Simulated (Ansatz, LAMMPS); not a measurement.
# A frame of liquid (Cs,Na,K)Cl from 1200 K, run at 300 K (62 atoms) in motion

Aim: follow a frame of liquid (Cs,Na,K)Cl from 1200 K, run at 300 K (62 atoms) for a short time with forces from DFT, then look at structure and electrons in the last frame.

Method: Kohn-Sham DFT, RPBE, PAW (set soft_2), plane waves, in Ansatz 0.2.0.

### 1. The starting structure

The cell holds 62 atoms: 12 Cs, 10 Na, 9 K and 31 Cl. Its edges and angles: a = 13.699 Å, b = 13.699 Å, c = 13.699 Å, α = 90.0°, β = 90.0°, γ = 90.0°. 62 atoms (12 Cs, 10 Na, 9 K, 31 Cl) placed at random at 2.12 g/cm³, melted at 1800 K for 10 ps at fixed volume with the Lennard-Jones and Coulomb ion parameters for SPC/E (Joung and Cheatham, J. Phys. Chem. B 112, 9020 (2008)), full charges. Snapshot at the end of a hold of 20 ps at 1200 K and fixed volume.

What the set-up can't give: The network of bonds at the start is that of the classical potential that made the cell, and needn't be the one that DFT or experiment would give. The cell was made at 1200 K but the dynamics is set to 300 K: the trajectory isn't one at 1200 K. The ion parameters were fitted for water, not for melts, so the starting structure of this cell may lie well off the real melt's. The Brillouin zone is sampled at Γ only, in a cell whose shortest periodic width is 14 Å. The levels lack spin–orbit coupling, which is large for the heavy elements here.

### 2. Dynamics started at 300 K

Without a thermostat the total energy must stay constant, which tests forces and time step. The time step is 2.0 fs.

input.yaml

```yaml
crystal:
  lattice:
    - [13.6986, 0.0, 0.0]
    - [0.0, 13.6986, 0.0]
    - [0.0, 0.0, 13.6986]
  atoms:
    - { symbol: Cs, position: [0.79732, 0.49821, 0.73129] }
    - { symbol: Cs, position: [0.33581, 0.70212, 0.83986] }
    - { symbol: Cs, position: [0.93899, 0.22841, 0.46003] }
    - { symbol: Cs, position: [0.88523, 0.82089, 0.85108] }
    [... 52 atom lines left out ...]
    - { symbol: Cl, position: [0.12643, 0.10122, 0.55337] }
    - { symbol: Cl, position: [0.98051, 0.61064, 0.84553] }
    - { symbol: Cl, position: [0.36457, 0.25668, 0.93554] }
    - { symbol: Cl, position: [0.82178, 0.8619, 0.07816] }
    - { symbol: Cl, position: [0.62451, 0.39275, 0.40597] }
    - { symbol: Cl, position: [0.69405, 0.61895, 0.90753] }
kpoints:
  mp_grid: { grid: [1, 1, 1] }
hamiltonian:
  xc: rpbe
scf:
  occupations: { method: fixed }
output:
  forces: true
md:
  timestep: 2.0
  n_steps: 116
  ensemble: nve
  temperature: 300
  initial_velocities: maxwell_boltzmann
  seed: 689
```

On the command line:

```sh
> ansatz run input.yaml --threads 4 --pin off --max-ram 8192MiB --backend cpu --events-out ev --progress --plain --runs-dir out
```

Run time: 6.5 min. Hardware: 4 threads of AMD EPYC 9R45, shared host; peak memory 2.8 GiB.

The program notes that it switched symmetry off.

The trajectory, sampled:

```
time (fs)  T (K)  potential (meV/atom)  conserved (meV/atom)
      0.0    300                   0.0                  0.00
     16.0    333                  -4.2                 -0.01
     30.0    387                 -11.1                 -0.01
     46.0    433                 -16.9                 -0.01
     62.0    467                 -21.3                 -0.01
     78.0    522                 -28.2                 -0.01
     92.0    575                 -34.9                 -0.02
    108.0    605                 -38.8                 -0.02
    124.0    594                 -37.4                 -0.02
    140.0    553                 -32.2                 -0.01
    154.0    522                 -28.3                 -0.01
    170.0    547                 -31.4                 -0.01
    186.0    627                 -41.6                 -0.02
    202.0    676                 -47.8                 -0.02
    216.0    687                 -49.2                 -0.01
    232.0    698                 -50.6                 -0.01
```

Mean square displacement from the first frame to the last: Cs 0.37 Å², Na 0.65 Å², K 0.30 Å², Cl 0.75 Å².

The mean square displacement by time lag:

```
time lag (fs)  Cl (Å²)  Cs (Å²)   K (Å²)  Na (Å²)
          2.0   1.5e-4   4.9e-5   1.0e-4   2.0e-4
          6.0  0.00139   4.4e-4   9.0e-4  0.00179
         10.0  0.00386  0.00121  0.00249  0.00497
         16.0  0.00988  0.00307  0.00631   0.0126
         20.0   0.0154  0.00476  0.00979   0.0195
         24.0   0.0222  0.00681   0.0140   0.0277
         30.0   0.0344   0.0105   0.0215   0.0424
         34.0   0.0440   0.0134   0.0273   0.0534
         40.0   0.0603   0.0183   0.0370   0.0716
         44.0   0.0724   0.0220   0.0441   0.0844
         48.0   0.0854   0.0259   0.0517   0.0978
         54.0    0.106   0.0324   0.0638    0.118
         58.0    0.121   0.0370   0.0723    0.132
         62.0    0.137   0.0419   0.0810    0.146
         68.0    0.162   0.0498   0.0946    0.166
         72.0    0.179   0.0553    0.104    0.179
         78.0    0.205   0.0640    0.118    0.198
         82.0    0.223   0.0700    0.127    0.210
         86.0    0.242   0.0763    0.136    0.222
         92.0    0.270   0.0861    0.150    0.240
         96.0    0.289   0.0929    0.159    0.251
        100.0    0.308   0.0999    0.168    0.262
        106.0    0.337    0.111    0.180    0.278
        110.0    0.357    0.118    0.188    0.289
        116.0    0.385    0.129    0.199    0.304
```

Over the second half of 232 fs the temperature averages 608 K, rising from about 581 to 689 K (means over the first and last quarter of that half). The conserved energy stays within 0.02 meV/atom. From first frame to last Cl has the largest mean square displacement, 0.75 Å² at the end; the farthest move is 1.62 Å. The mean temperature of 608 K lies well off the 300 K of the input: without a thermostat, the energy that the start releases heats the cell. The run spans 0.23 ps, too short for its means to be equilibrium values.

### 3. Local order late in the run

The g(r) is a mean over the second half.

Density 2.12 g/cm³, 41.46 Å³ an atom.

Mean of 16 frames. g(r), total and by pair (bins of 0.2 Å):

```
r (Å)  total  Cl-Cl  Cl-Cs  Cl-Na  Cl-K  Cs-Cs  Cs-Na
 2.30   0.03   0.00   0.00   0.18  0.00   0.00   0.00
 2.50   0.58   0.00   0.00   3.52  0.07   0.00   0.00
 2.70   0.95   0.00   0.00   5.70  0.18   0.00   0.00
 2.90   1.21   0.00   0.22   4.37  3.25   0.00   0.00
 3.10   0.98   0.00   1.37   1.67  2.95   0.00   0.00
 3.30   1.40   0.00   3.69   0.61  3.73   0.00   0.00
 3.50   1.48   0.05   4.80   0.13  3.12   0.00   0.68
 3.70   0.94   0.97   1.68   0.33  0.84   0.00   1.05
 3.90   1.02   1.29   1.46   0.31  0.63   0.23   0.70
 4.10   1.03   1.43   1.12   0.27  0.57   1.24   1.54
 4.30   0.98   1.35   0.61   0.30  0.56   1.73   2.22
 4.50   1.17   1.73   0.64   0.38  0.71   0.62   1.58
 4.70   1.13   2.00   0.44   0.43  0.65   0.95   1.53
 4.90   0.91   1.56   0.30   0.87  0.21   1.27   1.11
 5.10   0.95   1.46   0.26   0.76  0.32   1.15   1.35
 5.30   1.02   1.31   0.69   0.90  0.56   1.71   2.04
 5.50   0.76   0.89   0.51   0.66  0.54   1.15   1.10
 5.70   1.00   0.78   0.74   1.03  0.99   0.93   1.63
 5.90   0.89   0.69   0.82   1.11  1.02   0.91   0.55
 6.10   1.08   0.99   1.15   1.25  0.92   1.56   1.09
 6.30   0.97   0.86   0.99   1.24  1.03   0.63   1.27
 6.50   1.03   0.85   1.08   1.32  1.28   0.59   0.77
 6.70   1.03   0.80   1.24   1.48  1.41   0.51   0.53
```

### 4. Single point at the last frame

The last frame is solved once more, with the analyses that the dynamics left out.

input.yaml

```yaml
crystal:
  lattice:
    - [13.6986, 0.0, 0.0]
    - [0.0, 13.6986, 0.0]
    - [0.0, 0.0, 13.6986]
  atoms:
    - { symbol: Cs, position: [0.81329, 0.49497, 0.68701] }
    - { symbol: Cs, position: [0.35607, 0.71428, 0.83498] }
    - { symbol: Cs, position: [0.90783, 0.26843, 0.476] }
    - { symbol: Cs, position: [0.91044, 0.81426, 0.85082] }
    [... 52 atom lines left out ...]
    - { symbol: Cl, position: [0.085, 0.06234, 0.58368] }
    - { symbol: Cl, position: [0.99722, 0.58824, 0.84567] }
    - { symbol: Cl, position: [0.34866, 0.21016, 0.90446] }
    - { symbol: Cl, position: [0.83051, 0.82481, 0.08551] }
    - { symbol: Cl, position: [0.61537, 0.38035, 0.37331] }
    - { symbol: Cl, position: [0.61672, 0.64948, 0.87872] }
kpoints:
  mp_grid: { grid: [1, 1, 1] }
hamiltonian:
  xc: rpbe
scf:
  occupations: { method: fixed }
output:
  forces: true
  stress: true
  populations: true
  dos:
    method: { smearing: { sigma: 0.1 } }
    de: 0.1
    projected: { site_lists: { Cl: [Cl], Cs: [Cs], K: [K], Na: [Na] } }
  eigenvalues: true
  write_density: true
  write_potential: true
  volumetric_format: npy
  elf: true
```

It took 11 s on 4 threads; peak memory 2.7 GiB.

The program notes that the exchange-correlation potential is rough where the density is thin.

The run gave:

| Quantity | Value |
| --- | --- |
| free energy | -130625.4538 eV |
| free energy per atom | -2106.8622 eV/atom |
| SCF cycles | 7 |
| pressure | 0.6649 GPa |
| r.m.s. force component | 0.2792 eV/Å |
| longest force | 1.133 eV/Å |
| Fermi energy | 0.3764 eV |
| gap (highest filled to lowest empty level) | 3.856 eV |
| spilling of the projection | 0.003482 |

Length of the force by element:

```
element  coordination  atoms  mean length of the force (eV/Å)  spread   least   most
     Cl           all     31                            0.420   0.201  0.0703   1.00
     Cs           all     12                            0.385    0.16   0.249  0.895
      K           all      9                            0.373   0.177   0.159  0.639
     Na           all     10                            0.580   0.283   0.194   1.13
```

Löwdin charges by element (they lack the spilled electrons, 0.028 e an atom on average):

```
element  coordination  atoms  mean charge (e)  spread   least    most
     Cl           all     31           -0.741  0.0122  -0.768  -0.718
     Cs           all     12            0.848  0.0048   0.839   0.859
      K           all      9            0.790  0.0109   0.771   0.815
     Na           all     10            0.740  0.0143   0.725   0.766
```

Density of states as counts of states in windows of 1 eV (from the Fermi level), total and the larger projections:

```
from (eV)  to (eV)  total   Cl p  Cs p  Cl s   K p
      -14      -13    9.8    0.0   0.0   8.6   0.7
      -13      -12   63.5    0.1   0.2  41.0  20.3
      -12      -11   42.8    0.1   0.0   9.6  32.8
      -11       -8    0.0    0.0   0.0   0.0   0.0
       -8       -7   18.9    0.3  18.4   0.1   0.0
       -7       -6   53.2    0.8  51.9   0.2   0.0
       -6       -3    0.0    0.0   0.0   0.0   0.0
       -3       -2    2.3    2.1   0.0   0.0   0.0
       -2       -1   74.2   70.3   0.5   0.1   0.1
       -1        0  107.8  104.7   0.6   0.1   0.1
        0        1    1.7    1.7   0.0   0.0   0.0
        1        3    0.0    0.0   0.0   0.0   0.0
        3        4    2.0    0.0   0.0   0.2   0.0
        4        5    5.7    0.4   0.0   0.3   0.0
```

With fixed occupations the program's Fermi level is the highest filled level; weight inside the gap is the broadening of levels at its edges.

Between -26 and -14 eV lie 84 more states.

The stored curve holds about 458 of the 496 electrons; the rest, give or take the few that broadening carries across the Fermi level, lie in deeper levels below its range.

The levels nearest the highest filled one (over half full), pooled over k-points and spins:

```
level less the highest filled one (eV)  occupation
                                -0.112           2
                               -0.0878           2
                               -0.0672           2
                               -0.0506           2
                               -0.0277           2
                                     0           2
                                  3.86           0
                                  4.66           0
                                  4.99           0
                                  5.01           0
                                  5.06           0
                                  5.09           0
```

Mean Löwdin charges: Cl -0.74, Cs +0.85, K +0.79, Na +0.74 e (they miss 0.35 % of the electrons, so they add up to more than the cell's charge).

### 5. What came out

```yaml
mean_temperature_second_half: 608.1 K
temperature_swing_second_half: 62.06 K
slope_of_the_conserved_energy_against_time_by_least_squares: -0.0298 meV/atom/ps
free_energy_per_atom: -2106.8622 eV/atom
pressure: 0.6649 GPa
r_m_s_force_component: 0.2792 eV/Å
spacing_of_highest_filled_and_lowest_empty_level: 3.856 eV
wall_time_of_the_2_dft_runs: 6.7 min
```

Over the second half of 232 fs the temperature averages 608 K, rising from about 581 to 689 K (means over the first and last quarter of that half). The conserved energy stays within 0.02 meV/atom. The mean temperature of 608 K lies well off the 300 K of the input: without a thermostat, the energy that the start releases heats the cell. The run spans 0.23 ps, too short for its means to be equilibrium values. Between filled and empty levels lie 3.86 eV (at Γ alone); a semilocal functional tends to put such gaps too low. In a disordered cell it changes from sample to sample and from frame to frame.

What to keep in mind: The pressure of a single frame lacks the kinetic term, about 0.20 GPa here.

[Logs are printed without paths, hosts, clocks, repeated set-up lines and the standing remarks that a program may print on its own settings, such as how far it seeks lower states.]

[Hosts, paths, dates, database ids (printed as entryN), source tags and the programs' standing remarks are cut or masked in the printed files.]
